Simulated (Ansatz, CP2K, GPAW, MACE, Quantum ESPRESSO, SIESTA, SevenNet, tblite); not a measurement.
# SIESTA runs on (5,5) carbon nanotube bundle (80 atoms), part 2 of 2

Wanted: SIESTA inputs and outputs for (5,5) carbon nanotube bundle (80 atoms), checked against a plane-wave reference.

Program: SIESTA 5.4.2; the method stands at each step. Banners, paths, timers and routine set-up lines are dropped from the logs unmarked, and long logs keep their key lines alone; longer cuts are marked. The potentials were converted by us to PSML.

So far. Step 3 (PBE, SZ, shift 0.01 Ry, mesh 300 Ry): Against the first run (17 %), the force difference from the reference is 53 %, at 0.23 times the CPU time (on 1 against 2 cores), with 320 basis functions against 1040: the smaller basis costs accuracy. Step 4 (PBE, SZP, shift 0.01 Ry, mesh 300 Ry): Against the first run (17 %), the force difference from the reference is 33 %, at 0.72 times the CPU time (on 1 against 2 cores), with 720 basis functions against 1040: the smaller basis costs accuracy.

## Step 5: PBE, DZ, shift 0.01 Ry, mesh 300 Ry

Method: Kohn-Sham DFT, PBE, PseudoDojo 0.4.1 norm-conserving pseudopotentials (converted to PSML), numerical atomic orbitals (DZ), diagonalisation.

Input file input.fdf:

```
SystemLabel cell
NumberOfAtoms 80
NumberOfSpecies 1
%block ChemicalSpeciesLabel
  1 6 C
%endblock ChemicalSpeciesLabel
LatticeConstant 1.0 Ang
%block LatticeVectors
  10.08135 0.00000 0.00000
  -5.04067 8.73070 0.00000
  0.00000 0.00000 9.72051
%endblock LatticeVectors
PAO.BasisSize DZ
PAO.EnergyShift 0.01 Ry
XC.Functional GGA
XC.Authors PBE
MeshCutoff 300 Ry
%block kgrid_Monkhorst_Pack
  1 0 0 0.0
  0 1 0 0.0
  0 0 1 0.0
%endblock kgrid_Monkhorst_Pack
SolutionMethod diagon
OccupationFunction FD
ElectronicTemperature 580 K
SCF.Mixer.Method Pulay
SCF.Mixer.Weight 0.05
SCF.Mixer.History 8
SCF.Mix Hamiltonian
MaxSCFIterations 300
SCF.DM.Tolerance 1e-04
SCF.H.Tolerance 1.0e-3 eV
WriteForces T
Write.HirshfeldPop T
Write.VoronoiPop T
Write.DM F
Write.H F
XML.Write F
AtomicCoordinatesFormat Fractional
%block AtomicCoordinatesAndAtomicSpecies
[... 80 atom lines left out: the same atoms as in the first run ...]
%endblock AtomicCoordinatesAndAtomicSpecies
```

Launch:

```sh
$ OMP_NUM_THREADS=1 siesta < input.fdf > output.txt
```

Output:

```text
Version         : 5.4.2
reinit: System Name:
reinit: System Label: cell
initatom: Reading input for the pseudopotentials and atomic orbitals ----------
Species number:   1 Atomic number:    6 Label: C
Ground state valence configuration (from tables):   2s02  2p02  3d00  4f00
---- Processing specs for species: C
GGA--PBE XC_GGA_X_PBE--XC_GGA_C_PBE pb
C pseudopotential only contains V_ls up to l=1 -- lmxkb reset.
Using PAO.SplitTailNorm
%block ChemicalSpeciesLabel
    1    6 C                       # Species index, atomic number, species label
%endblock ChemicalSpeciesLabel
%block PAO.Basis                 # Define Basis set
C                     2                    # Species label, number of l-shells
 n=2   0   2                         # n, l, Nzeta
   4.484      3.048
[... lines left out ...]
Total number of electrons:   320.000000
[... lines left out ...]
stepf: Fermi-Dirac step function
        iscf     Eharris(eV)        E_KS(eV)     FreeEng(eV)     dDmax    Ef(eV) dHmax(eV)
[... lines left out ...]
SCF Convergence by DM+H criterion
[... lines left out ...]
SCF cycle converged after 12 iterations
[... lines left out ...]
   Max    5.790136
[... lines left out ...]
   Max    5.790136    constrained
Stress tensor Voigt[x,y,z,yz,xz,xy] (kbar):     -163.00     -180.09     -248.95        1.60       -0.38      -13.13
[... lines left out ...]
Target enthalpy (eV/cell)   -13057.3293
siesta: Program's energy decomposition (eV):
siesta: Ebs     =     -4449.818531
siesta: Eions   =     22572.937445
siesta: Ena     =      5914.323621
siesta: Ekin    =      9192.748722
siesta: Enl     =      -512.542483
siesta: DEna    =      -403.164759
siesta: DUscf   =        24.071374
siesta: Ex      =     -4289.910863
siesta: Ec      =      -409.917478
siesta: Exc     =     -4699.828341
siesta: Eharris =    -13057.329312
siesta: Etot    =    -13057.329311
siesta: FreeEng =    -13057.329313
siesta: Final energy (eV):
siesta:  Band Struct. =   -4449.818531
siesta:       Kinetic =    9192.748722
siesta:       Hartree =    6743.382520
siesta:         Exch. =   -4289.910863
siesta:         Corr. =    -409.917478
siesta:   Exch.-corr. =   -4699.828341
siesta:  Ion-electron =  -21982.021957
siesta:       Ion-ion =   -2311.610254
siesta:         Total =  -13057.329311
siesta:         Fermi =      -4.275999
siesta: Stress tensor (static) (eV/Ang**3):
siesta:    -0.101736   -0.008192   -0.000235
siesta:    -0.008192   -0.112406    0.000997
siesta:    -0.000235    0.000997   -0.155385
siesta: Cell volume =        855.572485 Ang**3
siesta: Pressure (static):
siesta:                Solid            Molecule  Units
siesta:           0.00134155          0.00154411  Ry/Bohr**3
siesta:           0.12317560          0.14177321  eV/Ang**3
siesta:         197.34906096        227.14572136  kBar
    Orbital volume contribution        =          20.420463 eV
    (Free)E + p_basis*V_orbitals       =      -13036.908850 eV
    (Free)Eharris+ p_basis*V_orbitals  =      -13036.908851 eV
Hirshfeld Atomic Populations:
Atom #   charge [q] valence [e]  Species
     1     0.000245    3.999755  C
     2     0.000820    3.999180  C
     3    -0.000138    4.000138  C
[...]
--------------------
 Total    -0.000003
Voronoi Atomic Populations:
Atom #   charge [q] valence [e]  Species
[...]
79    -0.005208    4.005208  C
    80     0.002816    3.997184  C
--------------------
 Total    -0.000002
```

Wall time 49 s (1 thread of Arm Neoverse V2, shared host); peak memory 0.51 GiB.

Against the reference:

```yaml
r_m_s_force_component: 1.611 eV/Å
r_m_s_difference_of_force_components: 275.7 meV/Å
longest_difference_of_force_vectors: 939.1 meV/Å
force_difference_over_r_m_s_force: 20.06 %
slope_of_forces_against_the_reference_s: 1.167
correlation_of_force_components: 0.9954
pressure: 19.73 GPa
pressure_difference: 8.474 GPa
```

This is a coarse setting, run to see what it loses.

Against the first run (17 %), the force difference from the reference is 20 %, at 0.33 times the CPU time (on 1 against 2 cores), with 640 basis functions against 1040: the smaller basis costs accuracy.

## Step 6: VdW-DF2, PBE potentials, DZP, shift 0.01 Ry, mesh 300 Ry

Method: Kohn-Sham DFT, vdW-DF2, PseudoDojo 0.4.1 norm-conserving pseudopotentials (converted to PSML), numerical atomic orbitals (DZP), diagonalisation.

input.fdf, as its differences from that of step 5:

```diff
@@ -12,6 +12,6 @@
 %endblock LatticeVectors
-PAO.BasisSize DZ
+PAO.BasisSize DZP
 PAO.EnergyShift 0.01 Ry
-XC.Functional GGA
-XC.Authors PBE
+XC.Functional VDW
+XC.Authors LMKLL
 MeshCutoff 300 Ry
```

Launch:

```sh
$ OMP_NUM_THREADS=1 mpirun -np 4 siesta < input.fdf > output.txt
```

Output:

```text
Version         : 5.4.2
reinit: System Name:
reinit: System Label: cell
initatom: Reading input for the pseudopotentials and atomic orbitals ----------
Species number:   1 Atomic number:    6 Label: C
Ground state valence configuration (from tables):   2s02  2p02  3d00  4f00
---- Processing specs for species: C
GGA--PBE XC_GGA_X_PBE--XC_GGA_C_PBE pb
C pseudopotential only contains V_ls up to l=1 -- lmxkb reset.
Using PAO.SplitTailNorm
%block ChemicalSpeciesLabel
    1    6 C                       # Species index, atomic number, species label
%endblock ChemicalSpeciesLabel
%block PAO.Basis                 # Define Basis set
C                     2                    # Species label, number of l-shells
 n=2   0   2                         # n, l, Nzeta
   4.511      3.067
[... lines left out ...]
Total number of electrons:   320.000000
[... lines left out ...]
stepf: Fermi-Dirac step function
        iscf     Eharris(eV)        E_KS(eV)     FreeEng(eV)     dDmax    Ef(eV) dHmax(eV)
[... lines left out ...]
SCF Convergence by DM+H criterion
[... lines left out ...]
SCF cycle converged after 12 iterations
[... lines left out ...]
   Max    5.453031
[... lines left out ...]
   Max    5.453031    constrained
Stress tensor Voigt[x,y,z,yz,xz,xy] (kbar):     -196.36     -215.72     -346.16        1.42       -0.32      -12.62
[... lines left out ...]
Target enthalpy (eV/cell)   -13204.6509
siesta: Program's energy decomposition (eV):
siesta: Ebs     =     -4476.757838
siesta: Eions   =     22572.936727
siesta: Ena     =      5869.960597
siesta: Ekin    =      9182.333411
siesta: Enl     =      -485.768470
siesta: DEna    =      -385.952493
siesta: DUscf   =        28.112436
siesta: Ex      =     -4337.368782
siesta: Ec      =      -503.030813
siesta: Exc     =     -4840.399596
siesta: Eharris =    -13204.650849
siesta: Etot    =    -13204.650841
siesta: FreeEng =    -13204.650853
siesta: Final energy (eV):
siesta:  Band Struct. =   -4476.757838
siesta:       Kinetic =    9182.333411
siesta:       Hartree =    6772.932659
siesta:         Exch. =   -4337.368782
siesta:         Corr. =    -503.030813
siesta:   Exch.-corr. =   -4840.399596
siesta:  Ion-electron =  -22030.877178
siesta:       Ion-ion =   -2288.640137
siesta:         Total =  -13204.650841
siesta:         Fermi =      -4.622280
siesta: Stress tensor (static) (eV/Ang**3):
siesta:    -0.122556   -0.007876   -0.000197
siesta:    -0.007876   -0.134641    0.000883
siesta:    -0.000197    0.000883   -0.216058
siesta: Cell volume =        855.572485 Ang**3
siesta: Pressure (static):
siesta:                Solid            Molecule  Units
siesta:           0.00171813          0.00212179  Ry/Bohr**3
siesta:           0.15775178          0.19481391  eV/Ang**3
siesta:         252.74622228        312.12629369  kBar
    Orbital volume contribution        =          31.222388 eV
    (Free)E + p_basis*V_orbitals       =      -13173.428464 eV
    (Free)Eharris+ p_basis*V_orbitals  =      -13173.428472 eV
Hirshfeld Atomic Populations:
Atom #   charge [q] valence [e]  Species
     1    -0.000331    4.000331  C
     2     0.000491    3.999509  C
     3    -0.000450    4.000450  C
[...]
--------------------
 Total     0.000015
Voronoi Atomic Populations:
Atom #   charge [q] valence [e]  Species
[...]
79    -0.006615    4.006615  C
    80     0.003291    3.996709  C
--------------------
 Total     0.000017
```

It took 89 s on 4 MPI ranks; peak memory 1.9 GiB.

Compared with the plane-wave run:

```yaml
r_m_s_force_component: 1.578 eV/Å
r_m_s_difference_of_force_components: 349.8 meV/Å
longest_difference_of_force_vectors: 926.6 meV/Å
force_difference_over_r_m_s_force: 25.45 %
slope_of_forces_against_the_reference_s: 1.127
correlation_of_force_components: 0.9813
pressure: 25.27 GPa
pressure_difference: 14.01 GPa
```

Against the first run (17 %), the force difference from the reference is 25 %, at 2.4 times the CPU time (on 4 against 2 cores); the model has changed, so this is no error of the program alone.

The run ends at a pressure of 25.27 GPa, with forces up to 6.1 eV/Å.

## Step 7: Side by side

Differences are against the plane-wave reference, forces as r.m.s. over components; share is that over the reference's r.m.s. force, slope the least-squares factor from reference forces to these. Total energies of different programs have different zeros and aren't compared.

```csv
run,"Δ force, r.m.s. (meV/Å)",share (%),slope,Δ pressure (GPa),cores,CPU time,memory (GiB)
reference,-,-,-,-,2,4.1 min,1.8
"SIESTA PBE, DZP, shift 0.01 Ry, mesh 300 Ry",238,17.3,1.122,7.61,2,2.4 min,1.0
"SIESTA PBE, SZ, shift 0.01 Ry, mesh 300 Ry (coarse)",735,53.5,1.372,27.5,1,34 s,0.43
"SIESTA PBE, SZP, shift 0.01 Ry, mesh 300 Ry (coarse)",458,33.3,1.221,17.1,1,1.8 min,0.74
"SIESTA PBE, DZ, shift 0.01 Ry, mesh 300 Ry (coarse)",276,20.1,1.167,8.47,1,49 s,0.51
"SIESTA vdW-DF2, PBE potentials, DZP, shift 0.01 Ry, mesh 300 Ry",350,25.4,1.127,14.0,4,5.9 min,1.9
```

Rows marked coarse were listed beforehand as settings not expected to be converged; some can still land near the reference.

CPU time is summed over cores on a shared host, where runs went side by side, so it is rough. Symmetry, cutoffs, thresholds, outputs and thread counts weren't matched or tuned between programs; memory under MPI is the largest rank's times the ranks.

## Step 8: Outcome

```json
{"nearest in forces": "SIESTA PBE, DZP, shift 0.01 Ry, mesh 300 Ry, 17 %", "its CPU time": "2.4 min"}
```

What this shows: The PBE run in local orbitals, coarse settings apart, differs by 17 % (SIESTA PBE, DZP, shift 0.01 Ry, mesh 300 Ry); basis, grid and potentials can all enter. Rows with another functional or a dispersion term differ by 25 % (SIESTA vdW-DF2, PBE potentials, DZP, shift 0.01 Ry, mesh 300 Ry), which mixes the change of model with differences of basis and potentials, some of them made for another functional. Runs with settings chosen to be coarse differ by 20 % (SIESTA PBE, DZ, shift 0.01 Ry, mesh 300 Ry) to 53 % (SIESTA PBE, SZ, shift 0.01 Ry, mesh 300 Ry), their programs' other errors included. Of the electronic-structure runs that take under half the reference's CPU time, SIESTA PBE, DZ, shift 0.01 Ry, mesh 300 Ry comes nearest, at 20 % in 49 s against 4.1 min; its pressure misses by +8.5 GPa. SIESTA PBE, SZ, shift 0.01 Ry, mesh 300 Ry stiffens the forces by a factor of 1.37 while following their directions (correlation 0.963); the slopes of the 5 SIESTA runs lie between 1.12 and 1.37. In pressure, SIESTA PBE, SZ, shift 0.01 Ry, mesh 300 Ry misses by +27.5 GPa, at the same functional. The reference's pressure holds the uncorrected Pulay stress of its 45 Ry basis, so small pressure differences, and their order, may be the reference's own error. The reference's stress is far from hydrostatic: its diagonal is 9.6, 11.6, 12.6 GPa, compression counted positive. The reference's pressure of 11 GPa belongs to a cell and atoms that aren't relaxed at this level. The electronic-structure runs sample only Γ, in a cell whose shortest periodic width is 9 Å.

[Also dropped from logs without a mark: logging warnings of Python, and SIESTA's first energy breakdown and zero terms.]

[Logs are printed without paths, hosts, clocks, repeated set-up lines and the standing remarks that a program may print on its own settings, such as how far it seeks lower states.]

[Hosts, paths, dates, database ids (printed as entryN), source tags and the programs' standing remarks are cut or masked in the printed files.]
